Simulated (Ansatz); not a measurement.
# Ta2NO2 monolayer: a soft mode frozen in

Aim: this structure of Ta2NO2 monolayer is to be tested for unstable modes, and one is followed downhill.

Main program and level: Ansatz 0.2.0; DFT PBEsol, scalar-relativistic, plane waves, PAW.

Most raw output is cut from this account.

### 1. Starting point

The cell holds 5 atoms: 1 N, 2 Ta and 2 O. Cell: a = 3.102 Å, b = 3.102 Å, c = 32.600 Å, α = 90.0°, β = 90.0°, γ = 120.0°. Vacuum lies along c.

### 2. Phonons on a q mesh

The cell comes from relaxations at this level that are not shown. Stability and thermal properties need the whole zone. Linear response on a 4×4×1 q mesh gives force constants as far as a supercell of that size would.

The input, input.yaml:

```yaml
crystal:
  lattice:
    - [3.1019748692, 0.0, 0.0]
    - [-1.5509874346, 2.6863890387, 0.0]
    - [0.0, 0.0, 32.6]
  atoms:
    - { symbol: "N", position: [0.0, 0.0, 0.3067484663] }
    - { symbol: Ta, position: [0.3333333333, 0.6666666667, 0.3430498251] }
    - { symbol: Ta, position: [0.6666666667, 0.3333333333, 0.2704471075] }
    - { symbol: O, position: [0.6666666667, 0.3333333333, 0.3761457021] }
    - { symbol: O, position: [0.3333333333, 0.6666666667, 0.2373512304] }
  periodic: [true, true, false]
kpoints:
  mp_grid: { grid: [20, 20, 1] }
hamiltonian:
  xc: pbesol
scf:
  occupations: { method: methfessel_paxton, width: 0.15 }
output:
  eigenvalues: true
phonons:
  method: dfpt
  qmesh: [4, 4, 1]
  temperatures: { t_max: 1000, t_step: 50 }
  qpath:
    path:
      - [0.0, 0.0, 0.0]
      - [0.5, 0.0, 0.0]
      - [0.33333333, 0.33333333, 0.0]
      - [0.0, 0.0, 0.0]
    npoints: 10
```

On the command line:

```bash
$ ansatz run input.yaml --threads 8 --pin off --max-ram 14336MiB --backend cpu --events-out ev --progress --plain --runs-dir out
```

Run time: 19 min. Hardware: 8 threads of Arm Neoverse V1, shared host; peak memory 5.6 GiB; 2.4 h of CPU time.

Numbers from this step:

- gap on the k-mesh: 0 eV
- sum-rule residual before enforcement: 4.95e-5 eV/Å²
- lowest frequency on the path: -171.1 cm⁻¹
- point group: -3m
- highest frequency on the path or at a solved wavevector: 651 cm⁻¹
- area per atom: 1.667 Å²
- highest optical mode at the zone centre (no LO-TO term): 639.2 cm⁻¹
- lowest optical zone-centre mode: 113.1 cm⁻¹
- lowest mode on the q mesh (acoustic modes at Γ apart): -167.2 cm⁻¹

Frequencies (cm⁻¹) solved at each irreducible wavevector; negative means imaginary. Frequencies by wavevector, by row:

| q in reciprocal lattice units | star | mode 1 | mode 2 | mode 3 | mode 4 | mode 13 | mode 14 | mode 15 |
| --- | --- | --- | --- | --- | --- | --- | --- | --- |
| 0 0 0 | 1 | 0 | 0 | 0 | 113.1 | 600.4 | 639.2 | 639.2 |
| 0 0.25 0 | 6 | 75.1 | 75.9 | 109.4 | 109.5 | 595.7 | 621.3 | 639.3 |
| 0 -0.5 0 | 3 | -85.8 | -65.2 | 4.7 | 38 | 579.6 | 611.5 | 612.6 |
| 0.25 0.25 0 | 6 | -167.2 | -28.8 | 50.5 | 96.1 | 570.3 | 611.2 | 632.7 |

Interpolated from a 4×4×1 q mesh. Phonon branches along the path, in cm⁻¹:

| point | branch 1 | branch 2 | branch 3 | branch 4 | branch 12 | branch 13 | branch 14 | branch 15 |
| --- | --- | --- | --- | --- | --- | --- | --- | --- |
| Γ | 0 | 0 | 0 | 113 | 563 | 600 | 639 | 639 |
| halfway | 75 | 76 | 109 | 110 | 524 | 596 | 621 | 639 |
| M | -86 | -65 | 5 | 38 | 492 | 580 | 612 | 613 |
| halfway | -95 | -65 | -29 | 50 | 486 | 574 | 613 | 615 |
| K | -63 | -63 | 40 | 82 | 480 | 586 | 586 | 618 |
| halfway | -81 | 81 | 110 | 112 | 517 | 594 | 606 | 651 |
| Γ | 0 | 0 | 0 | 113 | 563 | 600 | 639 | 639 |

Symmetry leaves 4 wavevectors to solve. The lowest mode among them, the acoustic zeros apart, lies at q = (0.25, 0.25, 0) and is imaginary, 167.2i cm⁻¹, so the energy falls along it. Between them the interpolated path dips to 171i cm⁻¹.

### 3. The mode frozen in, largest atomic shift 0 Å

The mode followed lies at q = (0, -0.5, 0) with frequency 85.8i cm⁻¹, one of the unstable modes though not the softest. At small amplitude the distorted cell has space group no. 10 by a symmetry search on the positions. The undistorted cell that holds it gives the zero of energy on the same k mesh.

System of this step: Ta2NO2 monolayer. The cell holds 10 atoms: 2 N, 4 Ta and 4 O. Cell: a = 3.102 Å, b = 5.373 Å, c = 32.600 Å, α = 90.0°, β = 90.0°, γ = 90.0°. It derives from Ta2NO2. Vacuum lies along c.

The input, input.yaml:

```yaml
crystal:
  lattice:
    - [3.1019748692, 0.0, 0.0]
    - [0.0, 5.3727780773, 0.0]
    - [0.0, 0.0, 32.6]
  atoms:
    - { symbol: "N", position: [0.5, 0.5, 0.3067484663] }
    - { symbol: "N", position: [0.0, 0.0, 0.3067484663] }
    - { symbol: Ta, position: [0.0, 0.3333333333, 0.3430498251] }
    - { symbol: Ta, position: [0.5, 0.8333333333, 0.3430498251] }
    - { symbol: Ta, position: [0.5, 0.1666666667, 0.2704471075] }
    - { symbol: Ta, position: [1.0, 0.6666666667, 0.2704471075] }
    - { symbol: O, position: [0.5, 0.1666666667, 0.3761457021] }
    - { symbol: O, position: [1.0, 0.6666666667, 0.3761457021] }
    - { symbol: O, position: [0.0, 0.3333333333, 0.2373512304] }
    - { symbol: O, position: [0.5, 0.8333333333, 0.2373512304] }
  periodic: [true, true, false]
kpoints:
  mp_grid: { grid: [12, 8, 1] }
hamiltonian:
  xc: pbesol
scf:
  occupations: { method: methfessel_paxton, width: 0.15 }
output:
  forces: true
  stress: true
  eigenvalues: true
```

Elapsed: 12 s, on 8 threads; peak memory 2.1 GiB.

This step gave:

```yaml
energy_from_the_undistorted_cell: 0 meV/atom
```

### 4. The mode frozen in, largest atomic shift 0.08 Å

The atoms are moved along the unstable eigenvector, the largest shift by 0.08 Å, with the cell fixed.

The input, input.yaml:

```yaml
crystal:
  lattice:
    - [3.1019748692, 0.0, 0.0]
    - [0.0, 5.3727780773, 0.0]
    - [0.0, 0.0, 32.6]
  atoms:
    - { symbol: "N", position: [0.5, 0.5, 0.3067484663] }
    - { symbol: "N", position: [0.0, 0.0, 0.3067484663] }
    - { symbol: Ta, position: [0.0, 0.3217040634, 0.3434758192] }
    - { symbol: Ta, position: [0.5, 0.8449626033, 0.3426238309] }
    - { symbol: Ta, position: [0.5, 0.1550373967, 0.2708731017] }
    - { symbol: Ta, position: [1.0, 0.6782959366, 0.2700211133] }
    - { symbol: O, position: [0.5, 0.1708908014, 0.3784988691] }
    - { symbol: O, position: [1.0, 0.6624425319, 0.3737925352] }
    - { symbol: O, position: [0.0, 0.3375574681, 0.2397043974] }
    - { symbol: O, position: [0.5, 0.8291091986, 0.2349980635] }
  periodic: [true, true, false]
kpoints:
  mp_grid: { grid: [12, 8, 1] }
hamiltonian:
  xc: pbesol
scf:
  occupations: { method: methfessel_paxton, width: 0.15 }
output:
  forces: true
  stress: true
  eigenvalues: true
```

It took 13 s on 8 threads; peak memory 2.1 GiB.

Numbers from this step:

- energy from the undistorted cell: -3.518 meV/atom

The energy, extrapolated to zero smearing, is -3.52 meV/atom against the undistorted cell.

### 5. Energy along the mode, all amplitudes (two of the runs are shown above)

An imaginary frequency means negative curvature, so the energy should fall and then rise again as anharmonic terms take over.

This step gave:

```
depth at the lowest point sampled  : 3.518 meV/atom
largest atomic shift at that point : 0.08 Å
```

The energy from the parent by largest atomic shift:

| largest atomic shift (Å) | energy from the parent (meV/atom) |
| --- | --- |
| 0.0000 | 0 |
| 0.0400 | -0.596 |
| 0.0800 | -3.52 |
| 0.1400 | 13.7 |

Displacement at unit largest shift by atom:

| atom | x (Å) | y (Å) | z (Å) | size |
| --- | --- | --- | --- | --- |
| N1 | 0.00 | 0.00 | 0.00 | 0.00 |
| N2 | 0.00 | 0.00 | 0.00 | 0.00 |
| Ta3 | 0.00 | -0.78 | 0.17 | 0.80 |
| Ta4 | 0.00 | 0.78 | -0.17 | 0.80 |
| Ta5 | 0.00 | -0.78 | 0.17 | 0.80 |
| Ta6 | 0.00 | 0.78 | -0.17 | 0.80 |
| O7 | 0.00 | 0.28 | 0.96 | 1.00 |
| O8 | 0.00 | -0.28 | -0.96 | 1.00 |
| O9 | 0.00 | 0.28 | 0.96 | 1.00 |
| O10 | 0.00 | -0.28 | -0.96 | 1.00 |

The lowest of the steps tried is at 0.08 Å, 3.52 meV/atom below the parent; the bottom of the well need not coincide with a step.

### 6. Relaxing from the distorted cell

Starting from the lowest point found, all atoms and the cell are let go, so that strain and other modes of the same symmetry can join in.

Edit input.yaml of step 4 so:

```diff
@@ -27 +27,6 @@
   eigenvalues: true
+relax:
+  adjacent_minimum: "off"
+  f_tol: 0.002
+  max_steps: 120
+  cell: { stress_2d_tol: 0.005 }
```

The job ended after 2.7 min (8 threads; peak memory 2.1 GiB; 21 min of CPU time).

Step by step:

| step | energy less that of the first step (eV) | largest force component (eV/Å) | volume (Å³) |
| --- | --- | --- | --- |
| 1 | 0.0000 | 0.4451 | 543.32 |
| 2 | -0.0058 | 0.1434 | 545.64 |
| 3 | -0.0075 | 0.0510 | 544.99 |
| 4 | -0.0081 | 0.0309 | 544.71 |
| 5 | -0.0081 | 0.0172 | 544.89 |
| 6 | -0.0082 | 0.0082 | 544.85 |
| 7 | -0.0082 | 0.0024 | 544.80 |
| 8 | -0.0082 | 0.0017 | 544.85 |
| 9* | -0.0095 | 0.0016 | 544.85 |
| 10 | -0.0095 | 0.0011 | 544.91 |
| 11 | -0.0095 | 0.0007 | 544.88 |
| 12* | -0.0095 | 0.0007 | 544.88 |

Relaxation steps marked * repeat the geometry before them on a plane-wave basis chosen anew for their cell, so energy and pressure can jump there.

The run keeps the 4 symmetry operations that it works with, so distortions that break them were not tested.

| cell as run | before | after | change |
| --- | --- | --- | --- |
| a (Å) | 3.102 | 3.113 | +0.4 % |
| b (Å) | 5.373 | 5.369 | -0.1 % |

The atoms that moved most (Å, along periodic axes as changes of fractional coordinates times the final cell, across vacuum about the mean position):

| atom | dx | dy | dz | length |
| --- | --- | --- | --- | --- |
| Ta4 | 0.000 | 0.006 | 0.013 | 0.014 |
| Ta5 | 0.000 | -0.006 | -0.013 | 0.014 |
| O9 | 0.000 | -0.001 | 0.012 | 0.012 |
| O8 | 0.000 | 0.001 | -0.012 | 0.012 |
| O10 | 0.000 | 0.001 | 0.006 | 0.006 |
| O7 | 0.000 | -0.001 | -0.006 | 0.006 |
| Ta6 | 0.000 | 0.003 | 0.004 | 0.005 |
| Ta3 | 0.000 | -0.003 | -0.004 | 0.005 |

Final coordinates:

```xyz
10
Lattice="3.1129 0.0000 0.0000 0.0000 5.3693 0.0000 0.0000 0.0000 32.6000" Properties=species:S:1:pos:R:3
N     1.5564    2.6847   10.0000
N     0.0000    0.0000   10.0000
Ta    0.0000    1.7248   11.1930
Ta    1.5564    4.5425   11.1822
Ta    1.5564    0.8268    8.8178
Ta    3.1129    3.6446    8.8070
O     1.5564    0.9167   12.3326
O     3.1129    3.5582   12.1736
O     0.0000    1.8112    7.8264
O     1.5564    4.4526    7.6674
```

This step gave:

| Quantity | Value |
| --- | --- |
| area per atom | 1.671 Å² |

The distorted start has space group P2/m; the relaxation ends in P2/m.

### 7. Summary of results

* unstable mode of the parent: q = (0, -0.5, 0), 86i cm⁻¹
* depth at the lowest point sampled: 3.52 meV/atom
* largest atomic shift at that point: 0.08 Å
* space group reached (within 0.01 Å): P2/m
* energy gained over the parent (first relaxation, on the mesh of the frozen mode): 4.46 meV/atom
* area per atom, phase reached: 1.67 Å²

**Reading.** Along this mode the structure falls into P2/m, 4.46 meV/atom below the parent. At the parent's cell the well is 3.518 meV/atom deep on the steps tried, with its lowest point at a shift of 0.08 Å. Relaxing atoms and cell changes the gain by +0.95 meV/atom against the lowest step (energies at zero smearing). The modes of the phase reached were not computed on this path. Of the 2 patterns followed to their end from this parent, this one ends 7.96 meV/atom above the lowest, P2_1/m. Each path keeps the symmetry of its pattern, so a lower phase may lie along a pattern not tried. With no gap, or one that is small against the smearing, the frequencies hang on the k mesh and the smearing, most of all near Kohn anomalies. The phonon runs are without spin polarisation, although the cell has an odd electron count. In a sheet or slab the interpolated bending branch near Γ is rough, since the rotational sum rule isn't imposed. Spin-orbit coupling is left out, which can matter for the heavy elements here. A phonon run warned that its eigensolver left some bands unconverged in a pass. The starting cell was built on a prototype and not taken from a measurement.

[Logs are printed without paths, hosts, clocks, repeated set-up lines and the standing remarks that a program may print on its own settings, such as how far it seeks lower states.]

[Hosts, paths, dates, database ids (printed as entryN), source tags and the programs' standing remarks are cut or masked in the printed files.]
